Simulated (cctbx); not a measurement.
# What is wrong with this refinement?

Cell a = 4.8590 Å, b = 15.8420 Å, c = 4.5610 Å, α = 90.00°, β = 90.00°, γ = 90.00°; space group Pnma (no. 62).

The data are simulated with cctbx, not measured: synchrotron X-rays, λ = 0.4959 Å, to d = 0.7 Å, 70 % of the full sphere, strongest reflection 20000 counts, noise from counting, a 3 % proportional error and a noise floor of 15 counts (s.d.); no absorption.

An isotropic refinement with weights 1/σ² prints:

```text
Rint 0.038, 556 unique reflections to 0.70 A
cycle     R1     wR2    GooF  max shift (A)
   1  0.0761  0.1756   5.252   0.22502
  12  0.0155  0.0331   0.991   0.03725
final R1 0.0155 wR2 0.0331 GooF 0.991  parameters 26  data/parameter 21.4
atom        x        y        z      Ueq    occ   su(xyz)  su(Uiso or U11)
Rh1    0.94375  0.25000  0.54656   0.0197  1.000  0.00010  0.0001
Rh2    0.87404  0.40010  0.94013   0.0182  1.000  0.00007  0.0001
F1     0.94830  0.61829  0.67855   0.0293  1.000  0.00055  0.0005
F2     0.82597  0.53052  0.18349   0.0368  1.000  0.00063  0.0006
F3     0.77210  0.25000  0.18136   0.0331  1.000  0.00083  0.0008
O1     0.83223  0.82499  0.20502   0.0375  1.000  0.00080  0.0008
O2     0.39449  0.62126  0.00513   1.0000  1.000  0.02223  0.0567
difference map: max 1.18 min -1.05 rms 0.27
Q1    0.1087  0.2500  0.3240    4    1.22  0.79 A from F3
Q2    0.0793  0.7500  0.8217    4    0.95  0.72 A from F3
Q3    0.9959  0.1315  0.9743    8    0.91  0.79 A from Rh2
Q4    0.2282  0.7500  0.6589    4    0.88  0.73 A from F3
Q5    0.2541  0.2026  0.0136    8    0.86  1.17 A from O1
Q6    0.0864  0.5478  0.0606    8    0.86  0.85 A from Rh2
```

**Question.** Can this result stand? If not, what is the likely fault?

Mend it. The fault: spurious atom: O2. Against the right model at the same level, R1 goes from 0.0148 to 0.0155 and GooF from 0.91 to 0.99 and O2 takes U = the program's ceiling. A site with no density behind it hides by a very large U or drifts. The fit had not settled when the cycles ran out.

The compound is Rh3O2F5. The right model at the same level gives:

```text
Rint 0.038, 556 unique reflections to 0.70 A
cycle     R1     wR2    GooF  max shift (A)
   1  0.1628  0.3290   9.806   0.09692
   2  0.0148  0.0305   0.908   0.00005
final R1 0.0148 wR2 0.0305 GooF 0.908  parameters 22  data/parameter 25.3
atom        x        y        z      Ueq    occ   su(xyz)  su(Uiso or U11)
Rh1    0.94378  0.25000  0.54655   0.0197  1.000  0.00009  0.0001
Rh2    0.87402  0.40009  0.94013   0.0183  1.000  0.00006  0.0001
F1     0.94820  0.61832  0.67789   0.0291  1.000  0.00050  0.0005
F2     0.82581  0.53062  0.18395   0.0370  1.000  0.00058  0.0006
F3     0.77186  0.25000  0.18097   0.0333  1.000  0.00076  0.0007
O1     0.83222  0.82537  0.20629   0.0376  1.000  0.00072  0.0007
difference map: max 1.09 min -0.97 rms 0.26
Q1    0.1081  0.2500  0.3246    4    1.12  0.80 A from F3
Q2    0.2452  0.0773  0.4523    8    0.94  0.87 A from Rh2
Q3    0.9957  0.1317  0.9741    8    0.89  0.79 A from Rh2
Q4    0.0814  0.7500  0.8187    4    0.85  0.71 A from F3
Q5    0.2268  0.1578  0.9252    8    0.83  0.72 A from O1
Q6    0.1036  0.5933  0.4980    8    0.82  1.18 A from F1
```

Isotropic U is held between 0.0001 and 1 Å² by the program, and listed peak heights are interpolated, so they can pass the grid's maximum.

The model is made up (kin elements in a known structure type, no relaxation), so it says nothing on whether the phase exists.

[Middle refinement cycles are left out of these outputs.]

[Logs are printed without paths, hosts, clocks, repeated set-up lines and the standing remarks that a program may print on its own settings, such as how far it seeks lower states.]
